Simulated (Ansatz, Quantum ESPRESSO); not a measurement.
**Mode couplings of LaPb3 (Pm-3m) in a second program**

Aim: mode couplings and λ of LaPb3 (Pm-3m) by double-delta sums in Quantum ESPRESSO.

Method: DFT PBEsol, scalar-relativistic, plane waves, PAW, in the first sound run; inputs show where later runs differ, in Ansatz 0.2.0 and Quantum ESPRESSO 7.5.

### 1. Set-up

Symmetry: Pm-3m, No. 221, cubic system. The conventional cell has a = 4.893 Å, b = 4.893 Å, c = 4.893 Å, α = 90.00°, β = 90.00°, γ = 90.00°. La has 12 Pb at 3.46 Å nearest. Nearest to Pb lie 4 La at 3.46 Å and 8 Pb at 3.46 Å. Farther neighbours are not listed.

### 2. Relaxation

The structure is brought to rest under this functional.

input.yaml reads:

```yaml
crystal:
  lattice:
    - [4.893, 0.0, 0.0]
    - [0.0, 4.893, 0.0]
    - [0.0, 0.0, 4.893]
  atoms:
    - { symbol: La, position: [0.0, 0.0, 0.0] }
    - { symbol: Pb, position: [0.0, 0.5, 0.5] }
    - { symbol: Pb, position: [0.5, 0.0, 0.5] }
    - { symbol: Pb, position: [0.5, 0.5, 0.0] }
kpoints:
  mp_grid: { grid: [6, 6, 6] }
hamiltonian:
  xc: pbesol
scf:
  occupations: { method: gaussian, width: 0.1 }
output:
  forces: true
  stress: true
  eigenvalues: true
relax:
  adjacent_minimum: "off"
  f_tol: 0.005
  max_steps: 80
  cell: { stress_tol: 0.05 }
```

Run with:

```bash
ansatz run input.yaml --threads 8 --pin off --max-ram 16384MiB --backend cpu --events-out ev --progress --plain --runs-dir out
```

Numbers of over 12 decimals in the logs are rounded to 6 here.

The program printed:

```text
[the first part of the log is left out]
  E_aug_tail   = 0.000135  (compensation charges beyond the density's cutoff)
  E_ewald      = -4771.700668
  E_core_change = 0.355859  (= ΣΔE_core)
  E_smearing   = -0.008895  (= −TS)
  E_closure    = 0.000000  (closes the sum)
  Σ components = -41428.051606   (vs F -41428.051606, Δ=0.00e0)
--- Forces (eV/Å), atoms counted from 1 ---
  atom   1  La    -0.00000000    -0.00000000    -0.00000000
  atom   2  Pb     0.00000000     0.00000000    -0.00000000
  atom   3  Pb     0.00000000     0.00000000    -0.00000000
  atom   4  Pb    -0.00000000    -0.00000000     0.00000000
  max |Σ_I F_I| component: 3.21e-28 eV/Å
--- Stress (GPa, compression-positive) ---
       -0.002666       0.000000       0.000000
        0.000000      -0.002666       0.000000
        0.000000       0.000000      -0.002666
  P = ⅓ Tr σ = -0.0027 GPa (-0.027 kbar)
--- Band table (eV; the first three rows and the last of 20) ---
  k-point 0: bands = ["-20.6963", "-4.8087", "-4.8087", "-4.8087", "-4.7942", "-4.6381", "-4.6381", "-4.5465", "-4.5465", "-4.5465", "-4.4873", "-4.4873", "-4.4498", "-4.4498", "-4.4498", "-4.3432", "-4.3316", "-4.3316", "-4.3316", "0.9932", "5.3699", "5.3699", "9.8038", "9.8038", "9.8038", "13.0144", "13.0144", "13.0144", "13.7967", "13.7967", "13.9505", "13.9505"]
  k-point 1: bands = ["-20.6954", "-4.8241", "-4.8127", "-4.8127", "-4.8034", "-4.6658", "-4.6542", "-4.6542", "-4.6193", "-4.5518", "-4.5305", "-4.4869", "-4.3784", "-4.3749", "-4.3749", "-4.3585", "-4.3315", "-4.2886", "-4.2886", "1.2062", "4.8964", "5.4350", "9.8212", "9.8212", "10.1913", "11.9618", "12.6048", "12.6048", "13.8943", "13.9485", "13.9756", "14.0156"]
  k-point 2: bands = ["-20.6935", "-4.9201", "-4.8744", "-4.8744", "-4.7922", "-4.6519", "-4.6480", "-4.6480", "-4.5720", "-4.5631", "-4.5569", "-4.4868", "-4.4505", "-4.4505", "-4.3982", "-4.3315", "-4.3263", "-4.1448", "-4.1448", "1.7924", "3.8939", "5.5800", "9.8091", "9.8091", "10.8663", "11.1245", "12.3196", "12.3196", "13.7930", "13.9470", "13.9936", "14.0337"]
  k-point 19: bands = ["-20.6881", "-4.7099", "-4.7099", "-4.7099", "-4.6810", "-4.6573", "-4.6573", "-4.6573", "-4.5270", "-4.5270", "-4.5270", "-4.5222", "-4.5222", "-4.5222", "-4.5046", "-4.5046", "-4.3526", "-4.3526", "-4.3526", "3.8200", "3.8200", "3.8200", "7.7514", "9.6203", "9.6203", "9.6203", "13.8405", "13.8405", "13.8405", "13.9519", "13.9519", "13.9519"]
--- Relaxed structure (3 steps of the walk, 3 accepted, 1 SCFs on fresh bases) ---
  F+E_penalty+E_count = -41428.05160586 eV   max|allowed force component| = 2.732e-28 eV/Å   (the final SCF, on the basis selected at the relaxed cell)
  cell:  # Å, volume = 116.2905 Å³
    - [4.881067, 0, 0]
    - [0, 4.881067, 0.0]
    - [0, 0.0, 4.881067]
  atoms:
    - { symbol: La, position: [0, 0, 0] }
    - { symbol: Pb, position: [0, 0.500000, 0.500000] }
    - { symbol: Pb, position: [0.500000, 0, 0.500000] }
    - { symbol: Pb, position: [0.500000, 0.500000, 0] }
```

It took 2.6 s on 8 threads of Arm Neoverse V2, shared host; peak memory 0.59 GiB.

Relaxation path:

| step | energy less that of the first step (eV) | largest force component (eV/Å) | pressure (GPa) | volume (Å³) |
| --- | --- | --- | --- | --- |
| 1 | 0.0000 | 0.0000 | -0.40 | 117.15 |
| 2 | -0.0010 | 0.0000 | 0.18 | 115.91 |
| 3 | -0.0012 | 0.0000 | 0.00 | 116.29 |
| 4 | -0.0011 | 0.0000 | 0.00 | 116.29 |

The log counts 1 steps on a newly chosen plane-wave basis, not all of them marked here; energy and pressure can jump at such steps.

| conventional cell, symmetrised | before | after | change |
| --- | --- | --- | --- |
| a (Å) | 4.893 | 4.881 | -0.2 % |
| b (Å) | 4.893 | 4.881 | -0.2 % |
| c (Å) | 4.893 | 4.881 | -0.2 % |
| volume (Å³/atom) | 29.29 | 29.07 | -0.7 % |

The relaxed structure:

```xyz
4
Lattice="4.8811 0.0000 0.0000 0.0000 4.8811 0.0000 0.0000 0.0000 4.8811" Properties=species:S:1:pos:R:3 pbc="T T T"
La    0.0000    0.0000    0.0000
Pb    0.0000    2.4405    2.4405
Pb    2.4405    0.0000    2.4405
Pb    2.4405    2.4405    0.0000
```

Numbers from this step:

| Quantity | Value |
| --- | --- |
| pressure | -0.002666 GPa |
| volume per atom | 29.07 Å³ |
| metallic on mesh | yes |
| gap on the k-mesh | 0 eV |

The largest force is now zero by symmetry and the largest stress component 0.0027 GPa.

### 3. Second program, ground state

ph.x needs a tightly converged ground state on the same k mesh; the cell is that of the step before.

This step: DFT PBEsol, scalar-relativistic, plane waves, GBRV ultrasoft pseudopotentials (Quantum ESPRESSO 7.5).

pw.in reads:

```
&CONTROL
  calculation = 'scf'
  prefix      = 'x'
  outdir      = './tmp'
  pseudo_dir  = './pseudo'
  tprnfor     = .true.
  tstress     = .true.
/
&SYSTEM
  ibrav       = 1
  celldm(1)   = 9.22387889
  nat         = 4
  ntyp        = 2
  ecutwfc     = 45.0
  ecutrho     = 360.0
  occupations = 'smearing'
  smearing    = 'fd'
  degauss     = 0.00734986
  nbnd        = 42
/
&ELECTRONS
  conv_thr    = 1.0d-11
  mixing_beta = 0.5
/
ATOMIC_SPECIES
 La    138.9055  La.upf
 Pb    207.2000  Pb.upf
ATOMIC_POSITIONS crystal
 La     0.000000000   0.000000000   0.000000000
 Pb     0.000000000   0.500000000   0.500000000
 Pb     0.500000000   0.000000000   0.500000000
 Pb     0.500000000   0.500000000   0.000000000
K_POINTS automatic
 4 4 4 0 0 0
```

Run with:

```bash
OMP_NUM_THREADS=1 mpirun -n 8 pw.x -nk 8 -in pw.in > pw.x.log
```

The program printed:

```text
Program PWSCF v.7.5

     This program is part of the open-source Quantum ESPRESSO suite
     for quantum simulation of materials; please cite
         "P. Giannozzi et al., J. Phys.:Condens. Matter 21 395502 (2009);
         "P. Giannozzi et al., J. Phys.:Condens. Matter 29 465901 (2017);
         "P. Giannozzi et al., J. Chem. Phys. 152 154105 (2020);
     in publications or presentations arising from this work. More details at

     G-vector sticks info
     --------------------
     sticks:   dense  smooth     PW     G-vecs:    dense   smooth      PW
     Sum        2433    1209    357                90447    31919    5137

     Using Slab Decomposition

     bravais-lattice index     =            1
     lattice parameter (alat)  =       9.2239  a.u.
     unit-cell volume          =     784.7671 (a.u.)^3
     number of atoms/cell      =            4
     number of atomic types    =            2
     number of electrons       =        53.00
     number of Kohn-Sham states=           42
     kinetic-energy cutoff     =      45.0000  Ry
     charge density cutoff     =     360.0000  Ry
     scf convergence threshold =      1.0E-11
     mixing beta               =       0.5000
     number of iterations used =            8  plain     mixing
     Exchange-correlation= SLA  PW   PSX  PSC
                           (   1   4  10   8   0   0   0)

     celldm(1)=   9.223879  celldm(2)=   0.000000  celldm(3)=   0.000000
     celldm(4)=   0.000000  celldm(5)=   0.000000  celldm(6)=   0.000000

     crystal axes: (cart. coord. in units of alat)
               a(1) = (   1.000000   0.000000   0.000000 )
               a(2) = (   0.000000   1.000000   0.000000 )
               a(3) = (   0.000000   0.000000   1.000000 )

     reciprocal axes: (cart. coord. in units 2 pi/alat)
               b(1) = (  1.000000  0.000000  0.000000 )
               b(2) = (  0.000000  1.000000  0.000000 )
               b(3) = (  0.000000  0.000000  1.000000 )

     PseudoPot. # 1 for La read from file:
     ./pseudo/La.upf
     Pseudo is Ultrasoft + core correction, Zval = 11.0
     Using radial grid of  995 points,  8 beta functions with:
                l(1) =   0
                l(2) =   0
                l(3) =   1
                l(4) =   1
                l(5) =   2
                l(6) =   2
                l(7) =   3
                l(8) =   3
     Q(r) pseudized with  8 coefficients,  rinner =    1.700   1.700   1.700
                                                       1.700   1.700   1.700
                                                       1.700

     PseudoPot. # 2 for Pb read from file:
     ./pseudo/Pb.upf
     Pseudo is Ultrasoft + core correction, Zval = 14.0
     Using radial grid of  899 points,  6 beta functions with:
                l(1) =   0
                l(2) =   0
                l(3) =   1
                l(4) =   1
                l(5) =   2
                l(6) =   2
     Q(r) pseudized with  6 coefficients,  rinner =    1.000   1.000   1.000
                                                       1.000   1.000

     atomic species   valence    mass     pseudopotential
     La               11.00   138.90550     La( 1.00)
     Pb               14.00   207.20000     Pb( 1.00)

     48 Sym. Ops., with inversion, found

   Cartesian axes

     site n.     atom                  positions (alat units)
         1        La     tau(   1) = (   0.0000000   0.0000000   0.0000000  )
         2        Pb     tau(   2) = (   0.0000000   0.5000000   0.5000000  )
         3        Pb     tau(   3) = (   0.5000000   0.0000000   0.5000000  )
         4        Pb     tau(   4) = (   0.5000000   0.5000000   0.0000000  )

     number of k points=    10  Fermi-Dirac smearing, width (Ry)=  0.0073
                       cart. coord. in units 2pi/alat
        k(    1) = (   0.0000000   0.0000000   0.0000000), wk =   0.0312500
        k(    2) = (   0.0000000   0.0000000   0.2500000), wk =   0.1875000
        k(    3) = (   0.0000000   0.0000000  -0.5000000), wk =   0.0937500
        k(    4) = (   0.0000000   0.2500000   0.2500000), wk =   0.3750000
        k(    5) = (   0.0000000   0.2500000  -0.5000000), wk =   0.3750000
        k(    6) = (   0.0000000  -0.5000000  -0.5000000), wk =   0.0937500
        k(    7) = (   0.2500000   0.2500000   0.2500000), wk =   0.2500000
        k(    8) = (   0.2500000   0.2500000  -0.5000000), wk =   0.3750000
        k(    9) = (   0.2500000  -0.5000000  -0.5000000), wk =   0.1875000
        k(   10) = (  -0.5000000  -0.5000000  -0.5000000), wk =   0.0312500

     Dense  grid:    90447 G-vectors     FFT dimensions: (  60,  60,  60)

     Smooth grid:    31919 G-vectors     FFT dimensions: (  40,  40,  40)

     Check: negative core charge=   -0.000002

     Initial potential from superposition of free atoms

     starting charge      52.9643, renormalised to      53.0000

     negative rho (up, down):  1.255E-01 0.000E+00
     Starting wfcs are   47 randomized atomic wfcs

     per-process dynamical memory:    67.4 Mb

     Self-consistent Calculation

     iteration #  1     ecut=    45.00 Ry     beta= 0.50
     Davidson diagonalization with overlap
     ethr =  1.00E-02,  avg # of iterations =  2.7

     Threshold (ethr) on eigenvalues was too large:
     Diagonalizing with lowered threshold

     Davidson diagonalization with overlap
     ethr =  3.60E-04,  avg # of iterations =  1.8

     negative rho (up, down):  9.232E-02 0.000E+00

     total energy              =    -593.90584886 Ry
     estimated scf accuracy    <       0.19348468 Ry

     iteration #  2     ecut=    45.00 Ry     beta= 0.50
     Davidson diagonalization with overlap
     ethr =  3.65E-04,  avg # of iterations =  3.7

     negative rho (up, down):  9.883E-02 0.000E+00

     total energy              =    -593.98048965 Ry
     estimated scf accuracy    <       0.11325812 Ry

     iteration #  3     ecut=    45.00 Ry     beta= 0.50
     Davidson diagonalization with overlap
     ethr =  2.14E-04,  avg # of iterations =  2.6

     negative rho (up, down):  1.036E-01 0.000E+00

     total energy              =    -593.99078514 Ry
     estimated scf accuracy    <       0.00614885 Ry

     iteration #  4     ecut=    45.00 Ry     beta= 0.50
     Davidson diagonalization with overlap
     ethr =  1.16E-05,  avg # of iterations =  5.6

     negative rho (up, down):  1.015E-01 0.000E+00

     total energy              =    -593.99277335 Ry
     estimated scf accuracy    <       0.00338652 Ry

     iteration #  5     ecut=    45.00 Ry     beta= 0.50
     Davidson diagonalization with overlap
     ethr =  6.39E-06,  avg # of iterations =  2.1

     negative rho (up, down):  1.021E-01 0.000E+00

     total energy              =    -593.99332875 Ry
     estimated scf accuracy    <       0.00004364 Ry

     iteration #  6     ecut=    45.00 Ry     beta= 0.50
     Davidson diagonalization with overlap
     ethr =  8.23E-08,  avg # of iterations = 10.2

     negative rho (up, down):  1.022E-01 0.000E+00

     total energy              =    -593.99340472 Ry
     estimated scf accuracy    <       0.00000203 Ry

     iteration #  7     ecut=    45.00 Ry     beta= 0.50
     Davidson diagonalization with overlap
     ethr =  3.82E-09,  avg # of iterations = 10.2

     negative rho (up, down):  1.022E-01 0.000E+00

     total energy              =    -593.99340664 Ry
     estimated scf accuracy    <       0.00000010 Ry

     iteration #  8     ecut=    45.00 Ry     beta= 0.50
     Davidson diagonalization with overlap
     ethr =  1.93E-10,  avg # of iterations =  6.8

     negative rho (up, down):  1.022E-01 0.000E+00

     total energy              =    -593.99340670 Ry
     estimated scf accuracy    <          6.1E-09 Ry

     iteration #  9     ecut=    45.00 Ry     beta= 0.50
     Davidson diagonalization with overlap
     ethr =  1.16E-11,  avg # of iterations =  8.3

     negative rho (up, down):  1.022E-01 0.000E+00

     total energy              =    -593.99340671 Ry
     estimated scf accuracy    <          4.6E-10 Ry

     iteration # 10     ecut=    45.00 Ry     beta= 0.50
     Davidson diagonalization with overlap
     ethr =  8.73E-13,  avg # of iterations =  6.1

     negative rho (up, down):  1.022E-01 0.000E+00

     total energy              =    -593.99340671 Ry
     estimated scf accuracy    <          1.8E-10 Ry

     iteration # 11     ecut=    45.00 Ry     beta= 0.50
     Davidson diagonalization with overlap
     ethr =  3.41E-13,  avg # of iterations =  3.4

     negative rho (up, down):  1.022E-01 0.000E+00

     End of self-consistent calculation

          k = 0.0000 0.0000 0.0000 (  3911 PWs)   bands (ev):

   -20.4815  -4.4717  -4.4717  -4.4717  -4.4566  -4.3020  -4.3020  -4.2109
    -4.2109  -4.2109  -4.1832  -4.1832  -4.1832  -4.1509  -4.1509  -4.0079
    -3.9960  -3.9960  -3.9960   1.3172   5.6864   5.6864  10.1380  10.1380
    10.1380  13.4510  13.4510  13.4510  14.1098  14.1098  14.2660  14.2660
    14.2660  14.5341  14.7404  14.7404  14.7404  15.2126  15.8303  15.8303
    15.8303  17.5833

          k = 0.0000 0.0000 0.2500 (  3972 PWs)   bands (ev):

   -20.4797  -4.5543  -4.5214  -4.5214  -4.4610  -4.3421  -4.3421  -4.3343
    -4.2620  -4.2218  -4.2115  -4.1503  -4.0712  -4.0712  -4.0494  -4.0410
    -3.9960  -3.9149  -3.9149   1.7825   4.7393   5.8209  10.1560  10.1560
    10.9399  11.6806  12.7667  12.7667  14.2900  14.3021  14.5246  14.5832
    14.5832  14.6686  14.7623  14.8573  14.8573  15.7562  16.2541  16.2541
    16.6022  17.4274

          k = 0.0000 0.0000-0.5000 (  3980 PWs)   bands (ev):

   -20.4779  -4.6632  -4.6036  -4.6036  -4.4492  -4.2845  -4.2442  -4.2344
    -4.2344  -4.2336  -4.2054  -4.2054  -4.1990  -4.1534  -4.0933  -4.0111
    -3.9960  -3.7936  -3.7936   2.7390   3.4139   5.9776  10.1077  10.1077
    10.7711  12.3411  12.6844  12.6844  13.4232  14.3170  14.5124  14.6180
    14.6180  14.7065  14.7223  14.9613  15.0151  15.0151  15.2910  15.2910
    19.0868  19.2431

          k = 0.0000 0.2500 0.2500 (  4008 PWs)   bands (ev):

   -20.4781  -4.6271  -4.6113  -4.4329  -4.4039  -4.3859  -4.3848  -4.2969
[...]
17.2188  17.5251

          k = 0.0000 0.2500-0.5000 (  4002 PWs)   bands (ev):

[...]
16.8680  18.6723

          k = 0.0000-0.5000-0.5000 (  4012 PWs)   bands (ev):

[...]
18.8328  18.8328

          k = 0.2500 0.2500 0.2500 (  4013 PWs)   bands (ev):

[...]
16.7414  18.8274

          k = 0.2500 0.2500-0.5000 (  4016 PWs)   bands (ev):

[...]
17.3782  18.1478

          k = 0.2500-0.5000-0.5000 (  3992 PWs)   bands (ev):

[...]
-3.9764  -3.9764  -3.8482   3.7668   4.1692   4.1692   9.1474   9.2953
    10.4080  10.4080  13.9819  13.9819  14.4215  14.5051  14.5051  14.5569
    14.5841  14.9631  15.0928  15.2624  15.2624  15.5974  16.0983  16.9237
    18.2695  18.6314

          k =-0.5000-0.5000-0.5000 (  4032 PWs)   bands (ev):

   -20.4734  -4.3729  -4.3729  -4.3729  -4.3455  -4.3210  -4.3210  -4.3210
    -4.2548  -4.2548  -4.2548  -4.1908  -4.1908  -4.1908  -4.1692  -4.1692
    -4.0172  -4.0172  -4.0172   4.1406   4.1406   4.1406   8.0939   9.9442
     9.9442   9.9442  14.3978  14.3978  14.3978  14.5242  14.5242  14.5242
    14.6500  15.2518  15.3266  15.3266  15.8265  15.8265  15.8265  18.6215
    18.6220  18.6222

     the Fermi energy is    12.6106 ev

!    total energy              =    -593.99340671 Ry
     estimated scf accuracy    <          1.1E-12 Ry
     smearing contrib. (-TS)   =      -0.00807341 Ry
     internal energy E=F+TS    =    -593.98533330 Ry

     The total energy is F=E-TS. E is the sum of the following terms:
     one-electron contribution =     -89.35460874 Ry
     hartree contribution      =      84.33894754 Ry
     xc contribution           =    -238.25614173 Ry
     ewald contribution        =    -350.71353037 Ry

     convergence has been achieved in  11 iterations

     negative rho (up, down):  1.022E-01 0.000E+00

     Forces acting on atoms (cartesian axes, Ry/au):

     atom    1 type  1   force =     0.00000000    0.00000000    0.00000000
     atom    2 type  2   force =     0.00000000    0.00000000    0.00000000
     atom    3 type  2   force =     0.00000000    0.00000000    0.00000000
     atom    4 type  2   force =     0.00000000    0.00000000    0.00000000

     Total force =     0.000000     Total SCF correction =     0.000000

     Computing stress (Cartesian axis) and pressure

     negative rho (up, down):  1.022E-01 0.000E+00
          total   stress  (Ry/bohr**3)                   (kbar)     P=        3.29
   0.00002240   0.00000000   0.00000000            3.29        0.00        0.00
   0.00000000   0.00002240   0.00000000            0.00        3.29        0.00
   0.00000000   0.00000000   0.00002240            0.00        0.00        3.29

     Writing all to output data dir ./tmp/x.save/ :
     XML data file, charge density, pseudopotentials, collected wavefunctions

   JOB DONE.
```

Elapsed: 13 s, on 8 MPI ranks; 1.7 min of CPU time.

This step gave:

```
pressure : 0.329 GPa
```

With these potentials, mesh and smearing the cell is at 0.33 GPa.

[end of part 1 of 2]

[Logs are printed without paths, hosts, clocks, repeated set-up lines and the standing remarks that a program may print on its own settings, such as how far it seeks lower states.]

[Hosts, paths, dates, database ids (printed as entryN), source tags and the programs' standing remarks are cut or masked in the printed files.]
